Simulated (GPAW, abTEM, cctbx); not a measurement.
# BaNiCl6: the scripts behind a bonding study

Short scripts, each with its output. The start was made by putting kin elements into a known structure type; the compound need not exist, or be stable, in this form.

**1. Relax the structure**

```text
cell
1.0
     4.512000000    2.605004415    2.906666667
    -4.512000000    2.605004415    2.906666667
     0.000000000   -5.210008829    2.906666667
Ba Ni Cl
1 1 6
Direct
0.500000000 0.500000000 0.500000000
0.000000000 0.000000000 0.000000000
0.724500000 0.724500000 0.092100000
0.092100000 0.724500000 0.724500000
0.724500000 0.092100000 0.724500000
0.907900000 0.275500000 0.275500000
0.275500000 0.275500000 0.907900000
0.275500000 0.907900000 0.275500000
```

```python
from ase.constraints import FixSymmetry
from ase.filters import FrechetCellFilter
from ase.io import read, write
from ase.optimize import BFGS
from ase.parallel import parprint
from gpaw import GPAW, PW, FermiDirac

atoms = read("start.vasp")
atoms.set_initial_magnetic_moments([0, 1.5, 0, 0, 0, 0, 0, 0])
atoms.set_constraint(FixSymmetry(atoms))
atoms.calc = GPAW(mode=PW(570), xc="PBE", kpts={"size": (3, 3, 3), "gamma": True},
                 occupations=FermiDirac(0.05), maxiter=120, symmetry={"tolerance": 1e-5}, txt="relax.txt")
BFGS(FrechetCellFilter(atoms), maxstep=0.15).run(fmax=0.03, steps=40)
parprint("cell  %.4f %.4f %.4f  %.2f %.2f %.2f" % tuple(atoms.cell.cellpar()))
parprint("volume %.3f A^3, largest force %.3f eV/A, largest stress %.2f GPa" % (atoms.get_volume(), abs(atoms.get_forces()).max(), 160.218 * abs(atoms.get_stress()).max()))
atoms.set_constraint()
write("relaxed.vasp", atoms, direct=True)
```

```console
$ OMP_NUM_THREADS=1 mpirun -n 4 gpaw python run.py > gpaw.log
```

```text
      Step        Energy          fmax
BFGS:    0      -28.483497        0.811248
BFGS:    1      -28.543469        0.741357
BFGS:    2      -28.708380        0.687522
BFGS:    3      -28.779308        0.318652
BFGS:    4      -28.789310        0.301555
BFGS:    5      -28.831224        0.313676
BFGS:    6      -28.870585        0.329949
BFGS:    7      -28.915448        0.375707
BFGS:    8      -28.936469        0.439612
BFGS:    9      -28.947303        0.467256
BFGS:   10      -28.962286        0.468571
BFGS:   11      -28.994533        0.412061
BFGS:   12      -29.034864        0.331811
BFGS:   13      -29.071650        0.253075
BFGS:   14      -29.088061        0.091587
BFGS:   15      -29.090321        0.113422
BFGS:   16      -29.091504        0.125017
BFGS:   17      -29.093562        0.131709
BFGS:   18      -29.098457        0.130312
BFGS:   19      -29.107128        0.106969
BFGS:   20      -29.117837        0.063016
BFGS:   21      -29.123212        0.024666
cell  6.1115 6.1115 6.1115  102.92 102.92 102.92
volume 207.660 A^3, largest force 0.023 eV/A, largest stress 0.09 GPa
```

Time: 9.2 min on 4 cores of Arm Neoverse V1 (shared host), peak memory 1.8 GiB.

**2. Build the all-electron density and subtract free atoms**

```text
cell
1.0
     4.780338517    2.759929727    2.623282913
    -4.780338513    2.759929727    2.623282913
    -0.000000003   -5.519859453    2.623282913
Ba Ni Cl
1 1 6
Direct
0.500000000 0.500000000 0.500000000
0.000000000 0.000000000 0.000000000
0.721798210 0.721798220 0.053238000
0.053238000 0.721798220 0.721798210
0.721798210 0.053238010 0.721798210
0.946762000 0.278201780 0.278201790
0.278201790 0.278201780 0.946762000
0.278201790 0.946761990 0.278201790
```

```python
import numpy as np
from ase.io import read
from ase.units import Bohr
from gpaw import GPAW, PW, FermiDirac
from gpaw.calculator import GPAW as OldGPAW
from gpaw.mpi import serial_comm, world
from scipy.special import erfc
from scipy.spatial import cKDTree

atoms = read("cell.vasp")
atoms.set_initial_magnetic_moments([0, 1.5, 0, 0, 0, 0, 0, 0])
atoms.calc = GPAW(mode=PW(450), xc="PBE", kpts={"size": (4, 4, 4), "gamma": True},
                 occupations=FermiDirac(0.05), maxiter=120, symmetry={"tolerance": 1e-5}, txt="scf.txt")
atoms.get_potential_energy()
rho = atoms.calc.get_all_electron_density(gridrefinement=2)
moments = atoms.get_magnetic_moments() if atoms.calc.get_number_of_spins() == 2 else np.zeros(len(atoms))
total = atoms.get_magnetic_moment() if moments.any() else 0.0
if world.rank == 0:
    free = OldGPAW(mode=PW(450), xc="PBE", txt=None, communicator=serial_comm)
    neutral = atoms.copy()
    neutral.set_initial_magnetic_moments(None)
    free.initialize(neutral)
    free.set_positions(neutral)
    drho = rho - free.get_all_electron_density(gridrefinement=2)
    # GPAW starts from confined atoms: exchange their smooth part for that of the datasets' free atoms
    h = np.stack(np.meshgrid(*[np.fft.fftfreq(n, 1 / n) for n in drho.shape], indexing="ij"), -1)
    gabs = np.linalg.norm(h @ atoms.cell.reciprocal(), axis=-1)
    tails = np.fft.fftn(free.get_pseudo_density(gridrefinement=2))
    g, form, v0 = np.linspace(0, gabs.max(), 1500), {}, 0
    for e in set(atoms.symbols):
        idx = atoms.symbols.search(e)
        d = free.setups[idx[0]].data
        r, w = d.rgd.r_g * Bohr, d.rgd.r_g**2 * d.rgd.dr_g
        j0 = np.sinc(2 * g[:, None] * r)
        smooth = sum(f * p**2 for f, p in zip(d.f_j, d.phit_jg)) + np.sqrt(4 * np.pi) * d.nct_g
        full = sum(f * p**2 for f, p in zip(d.f_j, d.phi_jg)) + np.sqrt(4 * np.pi) * d.nc_g
        phase = sum(np.exp(-2j * np.pi * h @ s) for s in atoms.get_scaled_positions()[idx])
        tails -= np.interp(gabs, g, j0 @ (smooth * w)) * phase * drho.size / atoms.get_volume()
        form[e] = j0 @ (full * w)
        v0 += 2 * np.pi / 3 * 14.3996 * (full * w * r**2).sum() * len(idx)  # V A^3
    tails *= 0.5 * erfc((gabs - 1.8) / 0.25)  # the tails differ at long wavelengths alone
    drho += np.fft.ifftn(tails).real  # crystal minus superposed spherical free atoms
    np.save("drho.npy", drho)
    dv = atoms.get_volume() / drho.size
    print("grid", drho.shape, " electrons %.3f" % (rho.sum() * dv), " moved by bonding %.3f e" % (abs(drho).sum() * dv / 2))
    pts = np.indices(drho.shape).reshape(3, -1).T / drho.shape @ atoms.cell
    shifts = (np.indices((3, 3, 3)).reshape(3, -1).T - 1) @ atoms.cell
    images = (atoms.positions[None] + shifts[:, None]).reshape(-1, 3)
    dist, idx = cKDTree(images).query(pts, k=4)
    out = drho.ravel()[dist[:, 0] > 0.5]
    print("deformation density beyond 0.5 A of the nuclei: max %.3f, min %.3f e/A^3" % (out.max(), out.min()))
    tie = dist < dist[:, :1] + 1e-4
    q = -np.bincount((idx % len(atoms))[tie], (drho.ravel()[:, None] / tie.sum(1, keepdims=True) * tie)[tie], len(atoms)) * dv
    print("atom        x       y       z   Voronoi charge  moment")
    for a, s, c, m in zip(atoms, atoms.get_scaled_positions(), q, moments):
        print("%-2s%-3d %7.4f %7.4f %7.4f %10.3f %10.2f" % (a.symbol, a.index + 1, *s, c, m))
    np.savez("free.npz", g=g, **form)
    print("mean inner potential of superposed free atoms %.3f V" % (v0 / atoms.get_volume()))
    print("total magnetic moment %.3f muB" % total)
```

```console
$ OMP_NUM_THREADS=1 mpirun -n 4 gpaw python run.py > gpaw.log
```

```text
grid (60, 60, 60)  electrons 186.000  moved by bonding 1.813 e
deformation density beyond 0.5 A of the nuclei: max 0.715, min -0.910 e/A^3
atom        x       y       z   Voronoi charge  moment
Ba1    0.5000  0.5000  0.5000      0.163       0.00
Ni2    0.0000  0.0000  0.0000      0.102       0.00
Cl3    0.7218  0.7218  0.0532     -0.044      -0.00
Cl4    0.0532  0.7218  0.7218     -0.044      -0.00
Cl5    0.7218  0.0532  0.7218     -0.044      -0.00
Cl6    0.9468  0.2782  0.2782     -0.044      -0.00
Cl7    0.2782  0.2782  0.9468     -0.044      -0.00
Cl8    0.2782  0.9468  0.2782     -0.044      -0.00
mean inner potential of superposed free atoms 12.152 V
total magnetic moment -0.000 muB
```

Time: 38 s.

**3. Fourier-transform the difference**

```python
from cctbx import adptbx, crystal, miller, xray
from cctbx.eltbx import tiny_pse
import numpy as np

cs = crystal.symmetry(unit_cell=(9.5607, 9.5607, 7.8698, 90, 90, 120), space_group_symbol='Hall: -R 3 2"')  # R-3m
atoms = [  # label, site, U (iso, or U11 U22 U33 U12 U13 U23 in A^2), occupancy
    ("Ba1", (0, 0, 0.5), 0.0000, 1),
    ("Ni1", (0, 0, 0), 0.0000, 1),
    ("Cl1", (0.22285, 0.44571, 0.49894), 0.0000, 1),
]
xs = xray.structure(crystal_symmetry=cs)
for label, site, u, occ in atoms:
    u = adptbx.u_cif_as_u_star(cs.unit_cell(), u) if isinstance(u, tuple) else u
    xs.add_scatterer(xray.scatterer(label, site=site, u=u, occupancy=occ))
xs.scattering_type_registry(table="wk1995")
drho = np.load("drho.npy")
T = np.array([[1, -1, 0], [0, 1, -1], [1, 1, 1]])  # conventional axes in terms of the primitive ones
dF = np.fft.ifftn(drho) * 622.98030  # electrons a conventional cell, indexed by primitive hkl
ms = miller.build_set(cs, anomalous_flag=False, d_min=0.9).sort("resolution")
iam = ms.structure_factors_from_scatterers(xs, algorithm="direct").f_calc()
p1 = xs.expand_to_p1()
z = np.array([tiny_pse.table(sc.scattering_type).atomic_number() for sc in p1.scatterers()])
x = np.array(p1.sites_frac())
free = np.load("free.npz")
print("static structure factors of the conventional cell: F in electrons, V (Mott-Bethe) in volts")
print("   h  k  l      d  |F| table  |F| free   |F| DFT   change   |V| free  |V| DFT  change %")
for h, d, table in list(zip(ms.indices(), ms.d_spacings().data(), iam.data()))[:16]:
    df = dF[tuple(np.rint(np.linalg.solve(T, h)).astype(int))]
    phase = np.exp(2j * np.pi * x @ h)
    f = sum(np.interp(1 / d, free["g"], free[sc.scattering_type]) * p for sc, p in zip(p1.scatterers(), phase))
    fz = (z * phase).sum()
    c = 14.3996 * d * d / (np.pi * cs.unit_cell().volume())
    v0, v1 = abs(fz - f) * c, abs(fz - f - df) * c
    print("%4d%3d%3d %7.4f %9.3f %9.3f %9.3f %8.3f %9.3f %8.3f %8s" % (h + (d, abs(table), abs(f), abs(f + df), abs(f + df) - abs(f), v0, v1, "%.1f" % (100 * (v1 / v0 - 1)) if v0 > 0.02 else "-")))
```

```console
$ python run.py
```

```text
static structure factors of the conventional cell: F in electrons, V (Mott-Bethe) in volts
   h  k  l      d  |F| table  |F| free   |F| DFT   change   |V| free  |V| DFT  change %
   1  0  1  5.7042    21.668    21.877    21.596   -0.281     0.416    0.483     16.2
   1  1  0  4.7803   231.245   231.547   231.737    0.190     3.794    3.762     -0.8
   2  0 -1  3.6639    21.413    21.370    21.244   -0.126     0.848    0.861      1.5
   1  0 -2  3.5540   166.157   166.211   165.224   -0.988     2.051    2.143      4.5
   2  1  1  2.9080   200.808   201.052   201.923    0.870     3.487    3.432     -1.6
   2  0  2  2.8521   124.145   123.943   123.243   -0.700     1.003    1.045      4.2
   3  0  0  2.7599    92.764    92.498    92.432   -0.066     0.366    0.369      1.0
   0  0  3  2.6233   289.093   289.587   290.557    0.969     5.081    5.032     -1.0
   2  1 -2  2.4493   320.232   320.196   321.184    0.988     4.657    4.613     -0.9
   2  2  0  2.3902   194.574   194.346   193.662   -0.684     2.247    2.276      1.3
   1  1  3  2.2998    67.234    67.601    67.225   -0.376     0.720    0.735      2.0
   3  1 -1  2.2045    10.980    10.711    11.566    0.855     0.728    0.697     -4.2
   4  0  1  2.0019   175.219   175.908   176.344    0.436     2.569    2.556     -0.5
   3  1  2  1.9834   115.026   114.619   115.415    0.796     0.726    0.703     -3.2
   1  0  4  1.9142   147.575   147.234   147.443    0.209     1.287    1.281     -0.4
   3  0  3  1.9014    34.010    33.734    33.718   -0.016     1.077    1.078      0.0
```

Time: 0.32 s on 1 core of Arm Neoverse V1 (shared host), peak memory 0.08 GiB.

**4. Image through focus**

```python
import abtem
import numpy as np
from ase.build import make_supercell
from ase.io import read

abtem.config.set({"dask.lazy": False, "fft": "fftw", "diagnostics.progress_bar": False})
M = [[-1, -1, -1], [0, 1, -1], [2, -1, -1]]  # rows: x, y and beam direction in the primitive cell's axes
unit = make_supercell(read("cell.vasp"), M)
unit.set_cell(list(unit.cell.lengths()) + [90, 90, 90], scale_atoms=True)
unit.positions[:, 2] += 0.2247  # keeps atomic planes off the slice boundaries
unit.wrap()
slab = unit * (2, 2, 4)
print(slab.get_chemical_formula(), "| box %.2f x %.2f x %.2f A" % tuple(slab.cell.lengths()))

# change of the potential by bonding, from the DFT deformation density (Poisson's equation term by term)
drho = np.load("drho.npy")
prim = read("cell.vasp")
h = np.stack(np.meshgrid(*[np.fft.fftfreq(n, 1 / n) for n in drho.shape], indexing="ij"), -1).reshape(-1, 3).astype(int)
g2 = ((h @ prim.cell.reciprocal()) ** 2).sum(1)
keep = (g2 > 0) & (g2 < 2.5**2)
shape = (99, 120, 96)
vg = np.zeros(shape, complex)
hm = h[keep] @ np.array(M).T
move = np.exp(-2j * np.pi * hm[:, 2] * (0.2247 / unit.cell[2, 2] - 0.5 / shape[2]))  # the same shift, sampled at mid-points
vg[tuple(hm.T % np.array(shape)[:, None])] = -14.3996 / np.pi * (np.fft.fftn(drho).ravel() / drho.size)[keep] / g2[keep] * move
dV = np.fft.ifftn(vg).real * vg.size
dV = dV.reshape(99, 120, 12, 8).mean(3) * unit.cell[2, 2] / 12  # V A, projected in each slice
dV = np.tile(dV.transpose(2, 0, 1), (4, 2, 2))


def build(atoms):
    p = abtem.Potential(atoms, gpts=(198, 240), slice_thickness=[slab.cell[2, 2] / 48] * 48,
                        parametrization="lobato", projection="infinite", exit_planes=12).build()
    p.array[:] += BONDING * dV
    return p


sigmas = {'Ba': 0.074, 'Ni': 0.084, 'Cl': 0.091}  # r.m.s. displacement along each axis, A
u = np.array([sigmas[s] for s in slab.symbols])[:, None]
rng = np.random.default_rng(709)


def potentials():
    for _ in range(2):  # frozen phonons, one configuration at a time
        atoms = slab.copy()
        atoms.positions += u * rng.standard_normal((len(atoms), 3))
        atoms.wrap()
        yield build(atoms)


for label, BONDING in (("IAM", 0.0), ("DFT", 1.0)):
    print("=====", label)
    rng = np.random.default_rng(709)  # the same displacements for both
    potential = build(slab)
    print("grid", potential.gpts, "slices", potential.num_slices)
    thickness = potential.exit_thicknesses
    columns = [  # name, x, y (A)
        ("BaCl2", 3.935, 0.000),
        ("Ni", 0.000, 0.000),
        ("Cl2", 3.935, 3.196),
        ("void", 2.623, 7.171),
    ]
    waves = [abtem.PlaneWave(energy=200000).multislice(p) for p in potentials()]
    stack = []
    for defocus in [-160.0, -120.0, -80.0, -40.0, 40.0]:
        ctf = abtem.CTF(energy=200000, Cs=-150000, defocus=defocus, focal_spread=20, semiangle_cutoff=35)
        ims = [w.apply_ctf(ctf).intensity() for w in waves]
        im = sum(ims[1:], ims[0]) / len(ims)
        a = im.array.reshape(len(thickness), 2, -1, 2, im.array.shape[-1] // 2).mean(axis=(1, 3))
        a = a / im.array[0].mean()
        stack.append(a)
        print("defocus %.0f A: intensity at the columns, vacuum = 1" % defocus)
        print("  t (A)     min     max" + "".join("%10s" % c[0][:9] for c in columns))
        for t, b in list(zip(thickness, a))[1:]:
            at = [b[round(x / im.sampling[0]) % b.shape[0], round(y / im.sampling[1]) % b.shape[1]] for _, x, y in columns]
            print("%7.1f %7.3f %7.3f" % (t, b.min(), b.max()) + "".join("%10.3f" % v for v in at))
    print("Scherzer defocus %.0f A, point resolution %.2f A" % (ctf.scherzer_defocus, ctf.point_resolution))
    np.save(label + "_hrtem.npy", np.array(stack))
```

```console
$ python run.py
```

```text
Ba96Cl576Ni96 | box 15.74 x 19.12 x 66.24 A
===== IAM
grid (198, 240) slices 48
defocus -160 A: intensity at the columns, vacuum = 1
  t (A)     min     max     BaCl2        Ni       Cl2      void
   16.6   0.582   1.507     1.274     0.834     0.790     0.914
   33.1   0.318   2.296     1.801     0.484     0.569     0.954
   49.7   0.125   3.221     2.502     0.197     0.410     1.006
   66.2   0.014   4.013     3.308     0.117     0.328     1.003
defocus -120 A: intensity at the columns, vacuum = 1
  t (A)     min     max     BaCl2        Ni       Cl2      void
   16.6   0.551   1.450     1.013     0.711     0.916     0.651
   33.1   0.220   1.910     0.999     0.404     0.879     0.331
   49.7   0.057   2.316     1.047     0.165     0.826     0.138
   66.2   0.030   2.766     1.371     0.124     0.754     0.072
defocus -80 A: intensity at the columns, vacuum = 1
  t (A)     min     max     BaCl2        Ni       Cl2      void
   16.6   0.749   2.121     1.898     1.005     1.387     0.871
   33.1   0.493   3.003     2.539     0.927     1.694     0.725
   49.7   0.316   3.384     2.930     0.931     1.886     0.548
   66.2   0.249   3.507     3.094     1.056     2.132     0.344
defocus -40 A: intensity at the columns, vacuum = 1
  t (A)     min     max     BaCl2        Ni       Cl2      void
   16.6   0.740   1.849     1.847     1.141     1.371     1.013
   33.1   0.495   3.010     3.010     1.405     1.944     1.002
   49.7   0.290   4.004     3.990     1.603     2.528     0.974
   66.2   0.128   4.448     4.439     1.646     3.032     0.928
defocus 40 A: intensity at the columns, vacuum = 1
  t (A)     min     max     BaCl2        Ni       Cl2      void
   16.6   0.511   1.334     0.542     1.064     0.709     1.304
   33.1   0.129   1.600     0.156     1.153     0.449     1.562
   49.7   0.002   1.706     0.004     1.228     0.300     1.687
   66.2   0.007   1.927     0.255     1.281     0.255     1.664
Scherzer defocus -75 A, point resolution 0.79 A
===== DFT
grid (198, 240) slices 48
defocus -160 A: intensity at the columns, vacuum = 1
  t (A)     min     max     BaCl2        Ni       Cl2      void
   16.6   0.583   1.505     1.272     0.835     0.787     0.919
   33.1   0.320   2.296     1.796     0.484     0.566     0.963
   49.7   0.125   3.224     2.494     0.197     0.407     1.019
   66.2   0.014   4.020     3.295     0.117     0.326     1.015
defocus -120 A: intensity at the columns, vacuum = 1
  t (A)     min     max     BaCl2        Ni       Cl2      void
   16.6   0.552   1.449     1.011     0.713     0.912     0.655
   33.1   0.221   1.907     0.994     0.406     0.872     0.337
   49.7   0.057   2.311     1.040     0.166     0.817     0.144
   66.2   0.031   2.774     1.362     0.125     0.743     0.077
defocus -80 A: intensity at the columns, vacuum = 1
  t (A)     min     max     BaCl2        Ni       Cl2      void
   16.6   0.749   2.123     1.900     1.007     1.385     0.875
   33.1   0.492   3.005     2.542     0.931     1.688     0.732
   49.7   0.316   3.381     2.929     0.935     1.875     0.555
   66.2   0.249   3.499     3.088     1.062     2.115     0.351
defocus -40 A: intensity at the columns, vacuum = 1
  t (A)     min     max     BaCl2        Ni       Cl2      void
   16.6   0.739   1.850     1.848     1.142     1.370     1.015
   33.1   0.493   3.012     3.012     1.408     1.941     1.006
   49.7   0.288   4.004     3.990     1.607     2.522     0.981
   66.2   0.126   4.446     4.437     1.651     3.021     0.937
defocus 40 A: intensity at the columns, vacuum = 1
  t (A)     min     max     BaCl2        Ni       Cl2      void
   16.6   0.510   1.330     0.541     1.063     0.710     1.300
   33.1   0.129   1.591     0.155     1.151     0.450     1.553
   49.7   0.002   1.706     0.004     1.228     0.299     1.674
   66.2   0.007   1.923     0.257     1.282     0.254     1.651
Scherzer defocus -75 A, point resolution 0.79 A
```

Time: 5.7 s.

[Outputs are excerpts: Python notices, other lines and further rows are left out; steps that failed or that the build refused (PBEsol, TPSS) are not shown.]

[Logs are printed without paths, hosts, clocks, repeated set-up lines and the standing remarks that a program may print on its own settings, such as how far it seeks lower states.]
